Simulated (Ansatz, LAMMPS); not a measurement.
# Charge trapping in amorphous 31Ga2O3-69TiO2 (mol %) (116 atoms), part 2 of 5

Does an extra electron or hole in amorphous 31Ga2O3-69TiO2 (mol %) (116 atoms) stay spread out, or do the atoms trap it?

Ansatz 0.2.0; Kohn-Sham DFT, RPBE, PAW (set soft_1), plane waves; PAW set soft_1.

The cell: 20 Ga, 22 Ti and 74 O. The quench rate of 20 K/ps is orders of magnitude faster than experiment. The starting topology of bonds comes from the classical model. Only the Γ point is sampled, in a cell whose shortest periodic width is 11 Å.

So far. Step 2 (Single point at the start): The r.m.s. force at the start is 0.76 eV/Å. Step 3 (Relaxation): The relaxation converged after 12 steps, 5.74 eV below its start, with a largest force component of 0.047 eV/Å.

## (4) Single point at the relaxed geometry

One more single point at the end of the walk gives the fuller output and checks the residual forces.

input.yaml reads:

```yaml
crystal:
  lattice:
    - [11.05068, 0.0, 0.0]
    - [0.0, 11.05068, 0.0]
    - [0.0, 0.0, 11.05068]
  atoms:
    - { symbol: Ga, position: [0.62212, 0.39939, 0.74685] }
    - { symbol: Ga, position: [0.11361, 0.95081, 0.52972] }
    - { symbol: Ga, position: [0.30645, 0.43801, 0.36464] }
    - { symbol: Ga, position: [0.41981, 0.89306, 0.16314] }
    - { symbol: Ga, position: [0.35411, 0.52691, 0.65811] }
    - { symbol: Ga, position: [0.87389, 0.53633, 0.61675] }
    [... 104 atom lines left out ...]
    - { symbol: O, position: [0.78717, 0.88059, 0.06101] }
    - { symbol: O, position: [0.90509, 0.20782, 0.02505] }
    - { symbol: O, position: [0.13479, 0.25282, 0.51002] }
    - { symbol: O, position: [0.69055, 0.07669, 0.00927] }
    - { symbol: O, position: [0.04767, 0.7401, 0.87311] }
    - { symbol: O, position: [0.68135, 0.64387, 0.6471] }
kpoints:
  mp_grid: { grid: [1, 1, 1] }
hamiltonian:
  xc: rpbe
  pseudopotentials: { kind: paw, azcp: { folder: soft_1 } }
scf:
  occupations: { method: gaussian, width: 0.05 }
output:
  forces: true
  stress: true
  populations: true
  dos:
    method: { smearing: { sigma: 0.08 } }
    de: 0.1
    projected: { site_lists: { Ga: [Ga], O: [O], Ti: [Ti] } }
  eigenvalues: true
  write_density: true
  write_potential: true
  volumetric_format: npy
```

The run is started by

```sh
> ansatz run input.yaml --threads 4 --pin off --max-ram 8192MiB --backend cpu --events-out ev --progress --plain --runs-dir out
```

Output:

```text
[...]
Crystal: 116 atoms, lattice volume = 1349.482 Å³
Basis set: ecut = 420 eV, 26193 PW (Γ), exchange–correlation on 150×150×150 points (8 copies of the dense FFT grid, shifted against one another)
Bands: 600, of which v1, the nominal top of the filled ones, is band 484 counted from 1 (483 counted from 0)
Symmetry: 1 space group operations
[...]
k-points: 1
[...]
SCF iter   1: F=—  HF=-173091.172956 eV  |F-HF|=—  |Δ(HF+E_count)|=         —  Δρ=9.19e-2  dr2=7.95e1  ethr=3.10e-3  ⟨swp⟩=5.0  Hψ=1924  notcnv=0  defer=42
[...]
SCF iter  17: F=-173071.952774 eV  HF=-173071.952774 eV  |F-HF|=2.51e-8  |Δ(HF+E_count)|=   1.18e-7  Δρ=2.30e-6  dr2=7.54e-8  ethr=1.03e-11  ⟨swp⟩=7.0  Hψ=3265  notcnv=0
SCF 1 converged in 17 iterations: F = -173071.952774 eV  dr2 = 7.54e-8
[...]
SCF converged after 17 iterations
Free energy (F): -173071.952774 eV
[...]
Internal energy: -173071.952774 eV  (E = F + TS)
E sigma→0 (E₀):  -173071.952774 eV
Fermi energy:    8.547287 eV
[...]
--- Forces (eV/Å), atoms counted from 1 ---
  atom   1  Ga    -0.00698902    -0.00197259     0.00797490
  atom   2  Ga     0.00461001     0.02768875     0.03219317
  atom   3  Ga     0.02172376     0.00167118     0.00564052
  atom   4  Ga    -0.02051499     0.00471441     0.00168468
  atom   5  Ga    -0.00121758    -0.00835071     0.02963590
  atom   6  Ga     0.01462578    -0.00258588    -0.00705440
  atom   7  Ga    -0.01719509     0.02030931    -0.01621661
  atom   8  Ga    -0.00748951    -0.00515912     0.00162145
  atom   9  Ga    -0.01328384     0.00821463     0.00408406
  atom  10  Ga     0.03396274     0.01444099     0.00633902
  atom  11  Ga    -0.00002124     0.04063049    -0.00094791
  atom  12  Ga    -0.01002921    -0.01097641    -0.00624919
  atom  13  Ga    -0.02927258    -0.01928823    -0.01125935
  atom  14  Ga     0.00236398     0.00106505     0.00479016
[...]
atom 115  O      0.00389545    -0.00689176    -0.01015173
  atom 116  O     -0.00687462     0.01113018     0.00911499
  max |Σ_I F_I| component: 1.23e-4 eV/Å
--- Stress (GPa, compression-positive) ---
        4.208844      -0.242573      -0.049507
       -0.242573       4.575835      -0.211743
       -0.049507      -0.211743       3.503302
  P = ⅓ Tr σ = 4.0960 GPa (40.960 kbar)
--- Band table (eV) ---
[...]
--- Löwdin populations: 116 sites ---
  site symbol       q [e]
     0     Ga     11.9591
     1     Ga     11.9936
     2     Ga     12.0021
[...]
115      O      6.6017
  spilling = 0.003040 (of n_electrons = 968.000000)
```

The job ended after 52 s (4 threads of Arm Neoverse V2, shared host; peak memory 2.3 GiB; 3.4 min of CPU time).

The run gave:

| Item | Value |
| --- | --- |
| free energy | -173071.9528 eV |
| free energy per atom | -1491.9996 eV/atom |
| SCF cycles | 17 |
| pressure | 4.096 GPa |
| r.m.s. force component | 0.01309 eV/Å |
| longest force | 0.04919 eV/Å |
| Fermi energy | 8.547 eV |
| gap (highest filled to lowest empty level) | 2.525 eV |
| spilling of the projection | 0.00304 |

Löwdin charges by element and coordination (they lack the spilled electrons, 0.025 e an atom on average):

| element | coordination | atoms | mean charge (e) | spread | least | most |
| --- | --- | --- | --- | --- | --- | --- |
| Ga | all | 20 | 1.02 | 0.0226 | 0.974 | 1.06 |
| Ga | 4 | 3 | 1.03 | 0.015 | 1.01 | 1.04 |
| Ga | 5 | 13 | 1.02 | 0.0256 | 0.974 | 1.06 |
| Ga | 6 | 4 | 1.01 | 0.0108 | 0.994 | 1.02 |
| O | all | 74 | -0.664 | 0.0393 | -0.763 | -0.574 |
| O | 2 | 19 | -0.620 | 0.0285 | -0.675 | -0.574 |
| O | 3 | 44 | -0.674 | 0.0287 | -0.763 | -0.599 |
| O | 4 | 11 | -0.705 | 0.0163 | -0.726 | -0.666 |
| Ti | all | 22 | 1.44 | 0.0232 | 1.40 | 1.48 |
| Ti | 4 | 4 | 1.43 | 0.0177 | 1.41 | 1.46 |
| Ti | 5 | 11 | 1.44 | 0.0168 | 1.42 | 1.47 |
| Ti | 6 | 7 | 1.45 | 0.0301 | 1.40 | 1.48 |

Density of states as counts of states in windows of 1 eV (from the Fermi level), total and the larger projections:

| from (eV) | to (eV) | total | O p | Ti d | Ga d |
| --- | --- | --- | --- | --- | --- |
| -14 | -13 | 45.1 | 0.5 | 0.2 | 40.3 |
| -13 | -8 | 0.0 | 0.0 | 0.0 | 0.0 |
| -8 | -7 | 23.3 | 14.4 | 1.2 | 0.2 |
| -7 | -6 | 18.6 | 12.1 | 1.5 | 0.1 |
| -6 | -5 | 67.1 | 49.0 | 9.2 | 0.3 |
| -5 | -4 | 86.5 | 66.4 | 12.7 | 0.4 |
| -4 | -3 | 96.3 | 79.3 | 11.1 | 0.5 |
| -3 | -2 | 100.0 | 89.6 | 6.4 | 0.5 |
| -2 | -1 | 52.2 | 48.8 | 2.2 | 0.2 |
| -1 | 1 | 0.0 | 0.0 | 0.0 | 0.0 |
| 1 | 2 | 37.7 | 3.7 | 31.4 | 0.0 |
| 2 | 3 | 76.0 | 11.7 | 57.4 | 0.0 |
| 3 | 4 | 57.8 | 11.7 | 37.5 | 0.0 |
| 4 | 5 | 48.6 | 12.2 | 25.2 | 0.0 |

The curve was stored every 0.10 eV, coarse against its broadening of 0.08 eV, so these counts are rough.

Between -26 and -14 eV lie 303 more states.

The levels nearest the highest filled one (over half full), pooled over k-points and spins:

| level less the highest filled one (eV) | occupation |
| --- | --- |
| -0.313 | 2 |
| -0.252 | 2 |
| -0.240 | 2 |
| -0.188 | 2 |
| -0.139 | 2 |
| 0 | 2 |
| 2.53 | 0 |
| 2.58 | 0 |
| 2.72 | 0 |
| 2.73 | 0 |
| 2.80 | 0 |
| 2.83 | 0 |

Valence density in the ac plane at fractional y = 0.519, with atoms of Ga and Ti and O within 0.2 Å of it. It is the smooth field of the valence electrons, not physical close to the nuclei.

Ten steps, logarithmic in the rise over the least value, from '_' (0 e/Å³) to '@' (28 e/Å³), each cell a mean:
```
..::--++++--::__________________..__....::----::......::::::..
....::::--------..__..........______..--==--::..____....::::::
..____....==++++--..::======::____..--****++--..______........
________..--++==::..--++****--..__..--****++--..____........__
__________..::::....::==++==::______..------..____..::::..____
__________............::::::..________......______..::::..____
__________..........--==::..______________________........____
______________....--%%@@**::........______________..----::..__
________________..--%%@@**::::::::::..__________..--##%%**::..
....________....::::----::..::::--::..__________..--##%%**::..
............::==++==::..____....::::....__________..----::....
..::--==--::==**##++--..________....::......________..........
..::==++--::--++++==::__________......::--::..____........____
__..::::::....::::::......::::::......::----::............____
____..::....__..........--++**++::......::::::--++++::..______
____..::::..____........--**##**--..______..::**@@@@==..______
____........__________..::==++==::..______..::++%%##--..______
..................________..........____..::::::::::..........
::--++**++::......______________....__..::----::..____..::----
--==######==....______________......__....----::..____..::====
::--******--________________..------......::::..________..::::
__..::--::..______________..::++**++--..::----::..____________
__..::----::______________..::++**++--::==%%%%++..____________
__::==++++--..______________..------::::==%%%%++............__
```
Columns run along a (11.1 Å), rows up along c (11.1 Å). Atoms in or near the plane, at fractional coordinates: Ga at (0.35, 0.66), Ga at (0.87, 0.62), Ga at (0.70, 0.03), Ga at (0.79, 0.34), Ti at (0.10, 0.17), O at (0.65, 0.87), O at (0.46, 0.35), O at (0.53, 0.08), O at (0.26, 0.51), O at (0.39, 0.84).

Electrostatic potential energy in the ac plane at fractional y = 0.519, with atoms of Ga and Ti and O within 0.2 Å of it. With pseudopotentials it is smooth inside the atoms' cores, unlike the true potential.

Ten even steps from '0' (-29 eV) to '9' (21 eV), each cell a mean:
```
6741146677777777787656656777655
5676542246777777887545677876555
5777510026742478885001688887655
7777520036500068885001688887766
8887754467621378887546788887777
8888777777666788877777788877788
8888887765666678877777887766778
8888888767998567887778877567667
7888888767999567777888876699956
7777778765675676677778876699956
7655676323667777655678877566667
6578654000678877655577887766777
6589755213788887666666777777787
7556567766777767777745766667887
7766777765566202688777668856788
8877777765565000577877599985788
8777777776677423677777579966788
7655577777788776556777656567788
6300046788888876556776567777755
5100016788888877667776577888633
6200026788888886457776677888776
7643467888888861005656656788888
7764577888888861015579985778887
7730047778887776567579985777777
```
Columns run along a (11.1 Å; values clipped at the 3rd and 97th percentile), rows up along c (11.1 Å). Atoms in or near the plane, at fractional coordinates: Ga at (0.35, 0.66), Ga at (0.87, 0.62), Ga at (0.70, 0.03), Ga at (0.79, 0.34), Ti at (0.10, 0.17), O at (0.65, 0.87), O at (0.46, 0.35), O at (0.53, 0.08), O at (0.26, 0.51), O at (0.39, 0.84).

Between filled and empty levels lie 2.53 eV (at Γ alone); a semilocal functional tends to put such gaps too low. In a disordered cell it changes from sample to sample, and tail or defect levels can set it. Mean Löwdin charges: Ga +1.02, O -0.66, Ti +1.44 e (they miss 0.30 % of the electrons, so they add up to more than the cell's charge). The largest share in the top eV of filled states is O p (94 % of the projected weight), and in the lowest eV of empty states Ti d (83 % of the projected weight).

## (5) An extra electron, atoms held

The electron count changes by one with the atoms held: a vertical process, on a uniform background, with spin and a narrow Fermi–Dirac smearing. Its energy against the neutral cell hangs on the program's zero of potential.

input.yaml reads:

```yaml
crystal:
  lattice:
    - [11.05068, 0.0, 0.0]
    - [0.0, 11.05068, 0.0]
    - [0.0, 0.0, 11.05068]
  atoms:
    [... the 116 atom lines of step 4 ...]
total_charge: -1
kpoints:
  mp_grid: { grid: [1, 1, 1] }
hamiltonian:
  xc: rpbe
  pseudopotentials: { kind: paw, azcp: { folder: soft_1 } }
scf:
  occupations: { method: fermi_dirac, width: 0.01 }
  lower_state_search: "off"
output:
  forces: true
  stress: true
  populations: intrinsic
  dos:
    method: { smearing: { sigma: 0.08 } }
    de: 0.1
    projected: { site_lists: { Ga: [Ga], O: [O], Ti: [Ti] } }
  eigenvalues: true
  write_density: true
  write_potential: true
  volumetric_format: npy
magnetization:
  spin_polarized: true
  initial_magnetization: 1
```

Output:

```text
[...]
Crystal: 116 atoms, lattice volume = 1349.482 Å³
Basis set: ecut = 420 eV, 26193 PW (Γ), exchange–correlation on 150×150×150 points (8 copies of the dense FFT grid, shifted against one another)
Bands: 601, of which v1, the nominal top of the filled ones, is band 485 counted from 1 (484 counted from 0)
Symmetry: 1 space group operations
[...]
k-points: 1
[...]
Starting moments: Σ|m| = 1 μB on 116 of 116 sites
[...]
SCF iter   1: F=—  HF=-173079.749566 eV  |F-HF|=—  |Δ(HF+E_count)|=         —  Δρ=4.52e-2 (↑4.47e-2 ↓4.52e-2)  dr2=7.74e1  dr2_m=1.28e-1  M=1.000 μB ∫|m|=1.054 μB  β_m=1.00  ethr=3.10e-3  ⟨swp⟩=5.0  Hψ=3714  notcnv=0  defer=101
[...]
spin=Collinear: Resta preconditioning applied to the charge; magnetization (m = ρ↑ − ρ↓) channel mixes plain (no charge-response kernel on spin).
SCF iter   2: F=—  HF=-173069.011811 eV  |F-HF|=—  |Δ(HF+E_count)|=         —  Δρ=3.06e-2 (↑3.06e-2 ↓3.05e-2)  dr2=3.64e1  dr2_m=2.43e-2  M=1.000 μB ∫|m|=1.125 μB  β_m=0.30  ethr=3.10e-3  ⟨swp⟩=3.0  Hψ=2062  notcnv=0  defer=200
[...]
SCF iter  11: F=—  HF=-173061.996583 eV  |F-HF|=—  |Δ(HF+E_count)|=   1.02e-2  Δρ=8.76e-4 (↑8.76e-4 ↓6.35e-4)  dr2=3.44e-2  dr2_m=1.63e-3  M=1.000 μB ∫|m|=1.235 μB  β_m=0.30  ethr=2.05e-5  ⟨swp⟩=5.0  Hψ=1434  notcnv=0  defer=190
[...]
spin-set hold released at iteration 11 (site moments contracting): the magnetisation degrees of freedom join the quasi-Newton model from the next iteration; the mixer history was flushed
SCF iter  12: F=—  HF=-173062.001623 eV  |F-HF|=—  |Δ(HF+E_count)|=   5.04e-3  Δρ=1.20e-3 (↑1.20e-3 ↓4.33e-4)  dr2=4.09e-2  dr2_m=4.98e-3  M=1.000 μB ∫|m|=1.246 μB  β_m=0.29  ethr=3.55e-6  ⟨swp⟩=4.5  Hψ=1462  notcnv=0  defer=190
SCF iter  13: F=—  HF=-173062.004546 eV  |F-HF|=—  |Δ(HF+E_count)|=   2.92e-3  Δρ=9.83e-4 (↑9.83e-4 ↓3.90e-4)  dr2=4.17e-2  dr2_m=1.95e-3  M=1.000 μB ∫|m|=1.249 μB  β_m=0.24  ethr=3.55e-6  ⟨swp⟩=4.5  Hψ=1489  notcnv=0  defer=190
[...]
SCF iter  28: F=—  HF=-173062.014184 eV  |F-HF|=—  |Δ(HF+E_count)|=   2.67e-8  Δρ=3.30e-6 (↑3.30e-6 ↓6.15e-7)  dr2=3.20e-7  dr2_m=2.96e-8  M=1.000 μB ∫|m|=1.284 μB  β_m=0.39  ethr=5.81e-11  ⟨swp⟩=2.0  Hψ=1330  notcnv=0  defer=186
SCF iter  29: F=-173062.014184 eV  HF=-173062.014184 eV  |F-HF|=2.97e-9  |Δ(HF+E_count)|=   2.30e-9  Δρ=4.66e-7 (↑4.66e-7 ↓2.86e-7)  dr2=9.15e-9  dr2_m=4.77e-10  M=1.000 μB ∫|m|=1.284 μB  ethr=1.03e-11  ⟨swp⟩=12.0  Hψ=7527  notcnv=0
SCF 1 converged in 29 iterations: F = -173062.014184 eV  dr2 = 9.15e-9
[...]
SCF converged after 29 iterations
Magnetization: 1.0000 μB (485.0000 up, 484.0000 down)
Absolute magnetization: 1.2750 μB (∫|ρ↑−ρ↓|, with the PAW one-centre terms)
[...]
Per-site moments (μB) at R_I (Å): [(0.000290863, 0.778831), (0.000669575, 0.768364), (0.00011122, 0.785276), (7.858613e-5, 0.766894), (0.000366351, 0.805650), [...]
Free energy (F): -173062.014184 eV
[...]
Internal energy: -173062.001170 eV  (E = F + TS)
E sigma→0 (E₀):  -173062.007677 eV
Entropy (-TS):   -0.013014 eV (-0.112 meV/atom)
Fermi energy:    10.026957 eV
[...]
Σ components = -173062.014184   (vs F -173062.014184, Δ=0.00e0)
--- Forces (eV/Å), atoms counted from 1 ---
  atom   1  Ga     0.15986659    -0.15155369    -0.16620240
  atom   2  Ga    -0.04759049     0.08708488    -0.06255590
  atom   3  Ga    -0.00310109    -0.08742270     0.06072627
  atom   4  Ga     0.07445495     0.06516959     0.10128590
[...]
atom 116  O      0.00303065     0.05672227     0.09060218
  max |Σ_I F_I| component: 8.87e-6 eV/Å
--- Stress (GPa, compression-positive) ---
        4.254015      -0.273219       0.069315
       -0.273219       4.604223      -0.191088
        0.069315      -0.191088       3.539208
  P = ⅓ Tr σ = 4.1325 GPa (41.325 kbar)
--- Band table (eV) ---
[...]
--- intrinsic populations: 116 sites ---
  site symbol       q [e]    m [muB]
     0     Ga     11.9736     0.0011
     1     Ga     12.0137     0.0031
     2     Ga     12.0173     0.0009
[...]
115      O      6.6320    -0.0005
  spilling = 0.000000 (of n_electrons = 969.000000)
```

It took 2.1 min on 4 threads; peak memory 3.9 GiB.

An extra electron, atoms held: the energy stands 9.94 eV above that of the reference, with a moment of 1.00 μB.

The levels nearest the highest filled one (over half full), pooled over k-points and spins:

| level less the highest filled one (eV) | occupation |
| --- | --- |
| -2.84 | 1 |
| -2.80 | 1 |
| -2.80 | 1 |
| 0 | 0.649 |
| 0.0123 | 0.35 |
| 0.0836 | 0 |
| 0.092 | 0 |
| 0.113 | 0 |

Spin density in the ac plane at fractional y = 0.519, with atoms of Ga and Ti and O within 0.2 Å of it.

Values in units of 1e-2 e/Å³, 13 rows by 16 columns, each cell a mean:
```
 0.0 -0.2 -0.1  1.2  0.9  0.1  0.0  0.0  0.0  0.0  0.0  0.0  0.0  0.0  0.0  0.1
 0.0  0.0  0.3  1.6  0.6  0.0 -0.1  0.0  0.0  0.0  0.0  0.0  0.0  0.0  0.0  0.0
 0.0  0.0  0.0  0.1  0.3  0.0  0.0  0.0  0.0  0.0  0.0  0.0  0.0  0.0  0.0  0.0
 0.0  0.0  0.0  0.0  0.0  0.0  0.0  0.0  0.0  0.0  0.0  0.0  0.0  0.0  0.0  0.0
 0.0  0.0  0.0  0.0  0.0  0.0  0.0  0.0  0.0  0.0  0.0  0.0  0.0  0.0  0.0  0.0
 0.0  0.0  0.0  0.0  0.0  0.0  0.0  0.0  0.0  0.0  0.0  0.0  0.0  0.0  0.0  0.0
 0.0  0.0  0.0  0.0  0.0  0.0  0.0  0.0  0.0  0.0  0.0  0.0  0.0  0.0  0.0  0.0
 0.0  0.0  0.0  0.0  0.0  0.0  0.0  0.0  0.0  0.0  0.1  0.0  0.0  0.0  0.0  0.0
 0.0  0.0  0.0  0.0  0.0  0.0  0.0 -0.1  0.0  0.0  0.0  0.0  0.0  0.0  0.0  0.0
 0.0  0.2  0.3  0.0  0.0  0.0  0.0  0.0  0.0  0.0  0.0  0.0  0.0  0.1  0.0  0.0
 0.1  1.5  1.0  0.0  0.0  0.0  0.0  0.0  0.0  0.0  0.0  0.0  0.0  0.0  0.0  0.0
 0.1  0.5  0.4  0.0  0.0  0.0  0.0  0.0  0.0  0.0  0.0  0.0  0.0  0.0  0.0  0.0
 0.0 -0.2 -0.1  0.1  0.1  0.1  0.0  0.0  0.0  0.0  0.0 -0.1  0.0  0.0  0.0  0.0
```
Columns run along a (11.1 Å), rows up along c (11.1 Å). Atoms in or near the plane, at fractional coordinates: Ga at (0.35, 0.66), Ga at (0.87, 0.62), Ga at (0.70, 0.03), Ga at (0.79, 0.34), Ti at (0.10, 0.17), O at (0.65, 0.87), O at (0.46, 0.35), O at (0.53, 0.08), O at (0.26, 0.51), O at (0.39, 0.84).

(Continued in part 3 of 5.)

[Long decimals in the printed logs are rounded to 6 places.]

[Logs are printed without paths, hosts, clocks, repeated set-up lines and the standing remarks that a program may print on its own settings, such as how far it seeks lower states.]

[Hosts, paths, dates, database ids (printed as entryN), source tags and the programs' standing remarks are cut or masked in the printed files.]
